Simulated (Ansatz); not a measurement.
# AlNi (Pm-3m): thermal expansion from first principles, part 3 of 3

Aim: the lattice, expansion, heat capacity and bulk modulus of AlNi as it warms.

Experimental results on record:
- heat capacity C_P per formula unit 45.9 J/mol/K near room temperature (given in “High-Throughput Prediction of Finite-Temperature Properties using the Quasi-Harmonic Approximation”, 2016, arXiv:1603.06924)

Ansatz 0.2.0; DFT PBEsol, scalar-relativistic, plane waves, PAW (the session's first sound run).

So far, principal linear expansion coefficients at 298 K (× 1e-6/K): step 5 (phonons on strained cells, functional PBEsol) 12.8. Also isothermal bulk modulus at 298 K (GPa): step 5 163.

The database entry behind the starting cell differs from later determinations by our own check (about 0.2 % short), so it need not match the best structure at ambient conditions.

## Step 7: The quasi-harmonic study

Level of this step: DFT PBE+D3(BJ), scalar-relativistic, plane waves, PAW (Ansatz).

The study relaxes the crystal at several strains, solves the phonons on some of them and minimises the free energy at each temperature (static energy, vibrations, the electrons in a metal, and PV under a set pressure); the q-mesh sets how far the force constants reach.

input.yaml

```yaml
crystal:
  lattice:
    - [2.8570266733, 0.0, 0.0]
    - [0.0, 2.8570266733, 0.0]
    - [0.0, 0.0, 2.8570266733]
  atoms:
    - { symbol: Al, position: [0.0, 0.0, 0.0] }
    - { symbol: Ni, position: [0.5, 0.5, 0.5] }
kpoints:
  mp_grid: { grid: [16, 16, 16] }
hamiltonian:
  xc: pbe
  dispersion: d3bj
scf:
  occupations: { method: methfessel_paxton, width: 0.2 }
  lower_state_search: "off"
output:
  eigenvalues: true
phonons:
  method: dfpt
  qmesh: [4, 4, 4]
  temperatures: { t_max: 900.0, t_step: 50 }
  thermal_expansion: {}
```

The run is started by

```bash
$ ansatz run input.yaml --threads 8 --pin off --max-ram 16384MiB --backend cpu --events-out ev --progress --plain --runs-dir out
```

Numbers of over 12 decimals in the logs are rounded to 6 here.

The log of the run:

```text
[...]
Crystal: 2 atoms, lattice volume = 23.321 Å³
Basis set: ecut = 487.2 eV, 587 PW (Γ), exchange–correlation on 48×48×48 points (8 copies of the dense FFT grid, shifted against one another)
Bands: 15, of which v1, the nominal top of the filled ones, is band 11 counted from 1 (10 counted from 0)
Symmetry: 48 space group operations
[...]
k-points: 165 of 4096
[...]
SCF iter   1: F=—  HF=-6379.424912 eV  |F-HF|=—  |Δ(HF+E_count)|=         —  Δρ=2.45e-3  dr2=6.63e-4  ethr=1.77e-3  ⟨swp⟩=4.2  Hψ=11117  notcnv=0
[...]
SCF iter   6: F=-6379.424816 eV  HF=-6379.424816 eV  |F-HF|=5.46e-12  |Δ(HF+E_count)|=  9.55e-11  S|Δr|=    0.00e0  Δρ=3.69e-7  dr2=1.42e-11  ethr=1.00e-12  ⟨swp⟩=5.8  Hψ=12499  notcnv=0
SCF 1 converged in 6 iterations: F = -6379.424816 eV  dr2 = 1.42e-11
[...]
relax step   1: F+E_penalty+E_count = -6379.42481646 eV  Δ(F+E_penalty+E_count) = +0.000e0 eV  max|allowed force component| = 1.786e-29 eV/Å  Δτ_max = 0.0000 Å  (6 SCF iters, accepted)
SCF converged after 6 iterations
[...]
Free energy (F): -6379.424816 eV
[...]
Internal energy: -6379.425904 eV  (E = F + TS)
E sigma→0 (E₀):  -6379.425088 eV
Entropy (-TS):   0.001088 eV (0.544 meV/atom)
Fermi energy:    14.416547 eV
[...]
--- Stress (GPa, compression-positive) ---
        0.002634       0.000000       0.000000
        0.000000       0.002634       0.000000
       -0.000000       0.000000       0.002634
  P = ⅓ Tr σ = 0.0026 GPa (0.026 kbar)
--- Band table (eV; the first three rows and the last of 165) ---
  k-point 0: bands = [... 7 lower, 12.8401, 12.8401, 12.8401, 20.0057, 20.0057, 20.0057, 22.5853, 22.5853]
  k-point 1: bands = [... 7 lower, 12.8072, 12.8072, 12.8436, 19.1981, 20.1028, 20.1028, 22.5875, 23.3226]
  k-point 2: bands = [... 7 lower, 12.7163, 12.7163, 12.8536, 17.7989, 20.3865, 20.3865, 22.5940, 24.4819]
  k-point 164: bands = [... 7 lower, 13.4232, 13.4232, 16.3598, 16.3598, 16.3598, 18.3273, 18.9868, 18.9868]
── thermal expansion: 3 new cells, 3 in all ──
thermal expansion: variable-cell relaxation of cell 1
thermal expansion: relaxation of cell 1
thermal expansion: relaxation of cell 2
thermal expansion: relaxation of cell 3
── thermal expansion: 2 new cells, 5 in all ──
thermal expansion: relaxation of cell 4
thermal expansion: electrons of cell 4
thermal expansion: phonons of cell 4
thermal expansion: relaxation of cell 5
thermal expansion: electrons of cell 1
thermal expansion: electrons of cell 2
thermal expansion: electrons of cell 3
thermal expansion: electrons of cell 5
thermal expansion: phonons of cell 5
[...]
── thermal expansion: 5 new cells, 10 in all ──
thermal expansion: relaxation of cell 6
thermal expansion: relaxation of cell 7
thermal expansion: relaxation of cell 8
thermal expansion: relaxation of cell 9
thermal expansion: relaxation of cell 10
thermal expansion: electrons of cell 6
thermal expansion: electrons of cell 7
thermal expansion: electrons of cell 8
thermal expansion: electrons of cell 9
thermal expansion: electrons of cell 10
thermal expansion: phonons of cell 6
[...]
thermal expansion: phonons of cell 7
[...]
WARN: thermal expansion: eigensolver_not_converged in the phonons of 3 cells: 5, 6, 7
--- Relaxed structure (1 steps of the walk, 1 accepted, 0 SCFs on fresh bases) ---
  F+E_penalty+E_count = -6379.42481646 eV   max|allowed force component| = 1.786e-29 eV/Å
  atoms:
    - { symbol: Al, position: [0.0, 0.0, 0.0] }
    - { symbol: Ni, position: [0.5, 0.5, 0.5] }
--- Thermal expansion: 10 cells in 3 rounds, 0 GPa ---
  no lower state was looked for at cell 4: scf.lower_state_search: off
  without vibrations: a 2.85705, b 2.85705, c 2.85705 Å, V 23.3215 Å³, B 173.95 GPa
  at 0 K: a 2.86326, b 2.86326, c 2.86326 Å, V 23.4737 Å³, B 170.70 GPa
  zero-point expansion: a +0.217, b +0.217, c +0.217, V +0.653 %
[...]
0.00    2.86326    2.86326    2.86326    23.4737 |    0.00    0.00    0.00    0.00 |   22.40 |     0.000     0.000 |   170.70   170.70
   100.00    2.86392    2.86392    2.86392    23.4901 |    6.11    6.11    6.11   18.34 |   30.21 |    22.811    22.730 |   169.71   170.32
   200.00    2.86642    2.86642    2.86642    23.5515 |   10.55   10.55   10.55   31.66 |   34.50 |    39.727    39.253 |   166.91   168.93
   298.15    2.86966    2.86966    2.86966    23.6316 |   12.27   12.27   12.27   36.81 |       - |    45.899    44.958 |   163.73   167.16
   350.00    2.87153    2.87153    2.87153    23.6778 |   12.81   12.81   12.81   38.44 |   37.70 |    47.683    46.489 |   161.98   166.14
   450.00    2.87533    2.87533    2.87533    23.7719 |   13.58   13.58   13.58   40.75 |   39.09 |    49.963    48.267 |   158.51   164.08
   550.00    2.87933    2.87933    2.87933    23.8712 |   14.19   14.19   14.19   42.58 |   40.26 |    51.529    49.307 |   154.95   161.93
   650.00    2.88350    2.88350    2.88350    23.9750 |   14.75   14.75   14.75   44.25 |   41.31 |    52.792    50.012 |   151.28   159.69
   750.00    2.88783    2.88783    2.88783    24.0833 |   15.30   15.30   15.30   45.89 |   42.31 |    53.928    50.550 |   147.53   157.39
   850.00    2.89233    2.89233    2.89233    24.1961 |   15.86   15.86   15.86   47.57 |   43.29 |    55.022    50.996 |   143.67   155.01
   900.00    2.89465    2.89465    2.89465    24.2542 |   16.15   16.15   16.15   48.44 |   43.78 |    55.567    51.197 |   141.70   153.79
[...]
vibrations' free energy: its fit passes through its cells
[...]
free energies summed between the sampled wave vectors
[...]
the energies and the vibrations are of d3bj (s6 = 1.0, s8 = 0.7875, a1 = 0.4289, a2_bohr = 4.4407) at the weights and the pressure of the crystal at rest
[...]
eigensolver_not_converged in the phonons of 3 cells: 5, 6, 7
```

Wall time 21 min (8 threads of Arm Neoverse V1, shared host); peak memory 2.6 GiB.

This step gave:

```
pressure                                         : 0.002634 GPa
volume expansion coefficient at 298 K            : 36.81 1e-6/K
C_P at 298 K                                     : 22.95 J/mol-atom/K
entropy at 298 K                                 : 25.92 J/mol-atom/K
isothermal bulk modulus at 298 K                 : 163.7 GPa
Grüneisen parameter at 298 K                     : 1.908
volume at 298 K                                  : 11.82 Å³/atom
principal linear expansion coefficients at 298 K : 12.27, 12.27, 12.27 1e-6/K
```

Strained cells of the study; zero-point energy where phonons were solved; the pressures are stresses at a fixed cutoff and can carry an offset from the finite basis. Expansion cells, by row:

```tsv
cell	|a| (Å)	|b| (Å)	|c| (Å)	V (Å³/atom)	E - E_lowest (meV/atom)	pressure, compression positive (GPa)	gap (eV)	zero-point energy (meV/atom)
1	2.857	2.857	2.857	11.66	0	-0.034	-	-
2	2.88	2.88	2.88	11.94	3.545	-3.981	-	-
3	2.834	2.834	2.834	11.38	3.691	4.346	-	-
4	2.857	2.857	2.857	11.66	0	-0.076	-	44.54
5	2.872	2.872	2.872	11.84	1.442	-2.592	-	43.32
6	2.89	2.89	2.89	12.07	7.457	-5.646	-	41.73
7	2.907	2.907	2.907	12.28	16.48	-8.121	-	40.34
8	2.829	2.829	2.829	11.32	5.715	5.474	-	-
9	2.843	2.843	2.843	11.49	1.39	2.61	-	-
10	2.93	2.93	2.93	12.58	34.43	-11.23	-	-
```

Quasi-harmonic; a, b, c are the run's own cell vectors. Expansion, by row:

```tsv
T (K)	a (Å)	b (Å)	c (Å)	alpha (deg)	beta (deg)	gamma (deg)	cell volume (Å³/cell)	alpha_a (1e-6/K)	alpha_b (1e-6/K)	alpha_c (1e-6/K)	alpha_V (1e-6/K)	C_P (J/mol-atom/K)	C_V (J/mol-atom/K)	S (J/mol-atom/K)	B_T (GPa)	B_S (GPa)	Grueneisen	extrapolation	fit error (1e-6/K)
0	2.863	2.863	2.863	90	90	90	23.47	0	0	0	0	0	0	0	170.7	170.7	-	0	0
50	2.863	2.863	2.863	90	90	90	23.48	1.97	1.97	1.97	5.91	3.663	3.661	1.325	170.6	170.7	1.945	0	0
100	2.864	2.864	2.864	90	90	90	23.49	6.11	6.11	6.11	18.34	11.4	11.37	6.326	169.7	170.3	1.937	0	0
150	2.865	2.865	2.865	90	90	90	23.52	8.9	8.9	8.9	26.69	16.72	16.6	12.05	168.4	169.7	1.917	0	0
200	2.866	2.866	2.866	90	90	90	23.55	10.55	10.55	10.55	31.66	19.86	19.63	17.33	166.9	168.9	1.91	0	0
250	2.868	2.868	2.868	90	90	90	23.59	11.59	11.59	11.59	34.77	21.76	21.41	21.98	165.3	168.1	1.907	0	0.01
298.1	2.87	2.87	2.87	90	90	90	23.63	12.27	12.27	12.27	36.81	22.95	22.48	25.92	163.7	167.2	1.908	0	0.01
300	2.87	2.87	2.87	90	90	90	23.63	12.29	12.29	12.29	36.88	22.99	22.51	26.06	163.7	167.1	1.908	0	0.01
350	2.872	2.872	2.872	90	90	90	23.68	12.81	12.81	12.81	38.44	23.84	23.24	29.67	162	166.1	1.91	0	0.01
400	2.873	2.873	2.873	90	90	90	23.72	13.23	13.23	13.23	39.69	24.48	23.76	32.9	160.3	165.1	1.913	0	0.01
450	2.875	2.875	2.875	90	90	90	23.77	13.58	13.58	13.58	40.75	24.98	24.13	35.81	158.5	164.1	1.916	0	0.01
500	2.877	2.877	2.877	90	90	90	23.82	13.9	13.9	13.9	41.7	25.4	24.42	38.47	156.7	163	1.92	0	0.01
550	2.879	2.879	2.879	90	90	90	23.87	14.19	14.19	14.19	42.58	25.76	24.65	40.91	154.9	161.9	1.924	0	0.01
600	2.881	2.881	2.881	90	90	90	23.92	14.48	14.48	14.48	43.43	26.09	24.84	43.16	153.1	160.8	1.928	0	0.01
650	2.884	2.884	2.884	90	90	90	23.98	14.75	14.75	14.75	44.25	26.4	25.01	45.26	151.3	159.7	1.933	0	0.01
700	2.886	2.886	2.886	90	90	90	24.03	15.02	15.02	15.02	45.06	26.68	25.15	47.23	149.4	158.6	1.937	0	0.01
750	2.888	2.888	2.888	90	90	90	24.08	15.3	15.3	15.3	45.89	26.96	25.27	49.08	147.5	157.4	1.942	0	0.01
800	2.89	2.89	2.89	90	90	90	24.14	15.57	15.57	15.57	46.72	27.24	25.39	50.83	145.6	156.2	1.947	0	0.01
850	2.892	2.892	2.892	90	90	90	24.2	15.86	15.86	15.86	47.57	27.51	25.5	52.49	143.7	155	1.953	0	0.01
900	2.895	2.895	2.895	90	90	90	24.25	16.15	16.15	16.15	48.44	27.78	25.6	54.07	141.7	153.8	1.958	0	0.02
```

Expansion coefficient against temperature; values in 1e-6/K:

```tsv
temperature (K)	volume	principal 1
0	0	0
50	5.91	1.97
100	18.3	6.11
150	26.7	8.9
200	31.7	10.6
250	34.8	11.6
298	36.8	12.3
300	36.9	12.3
350	38.4	12.8
400	39.7	13.2
450	40.8	13.6
500	41.7	13.9
550	42.6	14.2
600	43.4	14.5
650	44.2	14.8
700	45.1	15.0
750	45.9	15.3
800	46.7	15.6
850	47.6	15.9
900	48.4	16.1
```

Changing the level of theory (PBEsol → PBE+D3(BJ)) takes the volume expansion at 298 K from 38.4 to 36.8 × 10⁻⁶/K and B_T from 163 to 164 GPa.

## Step 8: Summary of results

```json
{"settings of these figures": "PBE+D3(BJ), 487.2 eV, k 16×16×16, q 4×4×4", "volume expansion coefficient at 298 K": "36.81 1e-6/K", "C_P at 298 K": "22.95 J/mol-atom/K", "entropy at 298 K": "25.92 J/mol-atom/K", "isothermal bulk modulus at 298 K": "163.7 GPa", "Grüneisen parameter at 298 K": "1.908", "volume at 298 K": "11.82 Å³/atom", "principal linear expansion coefficients at 298 K": "12.27, 12.27, 12.27 1e-6/K"}
```

Near room temperature AlNi expands by 36.8 × 10⁻⁶/K in volume by PBE+D3(BJ), with C_P = 22.9 J/(mol K) per mole of atoms and B_T = 164 GPa. C_P at room temperature is 92 % of the classical 3R an atom, so the stiffest modes are still partly frozen out. In this metal the study includes the electrons' free energy, which adds a term that grows with temperature, so the heat capacities need not level off at 3R. The log notes that a few bands missed the eigensolver's threshold in the phonon runs. A measured heat capacity per formula unit near room temperature is 45.9 J/mol/K (arXiv:1603.06924); the calculated 45.9 J/mol/K agrees within half a per cent. The levels of theory differ by up to 1.6 × 10⁻⁶/K in the volume expansion at 298 K. The dispersion term is taken with its C6 weights frozen at the crystal at rest, in the force constants and, in the expansion study, in the energies too. The run has no spin polarisation although the cell holds an element with an open d or f shell; a magnetic state could change the volume and the force constants.

[Logs are printed without paths, hosts, clocks, repeated set-up lines and the standing remarks that a program may print on its own settings, such as how far it seeks lower states.]

[Hosts, paths, dates, database ids (printed as entryN), source tags and the programs' standing remarks are cut or masked in the printed files.]

[A step with changed settings may run another functional than the one named; its input shows which.]
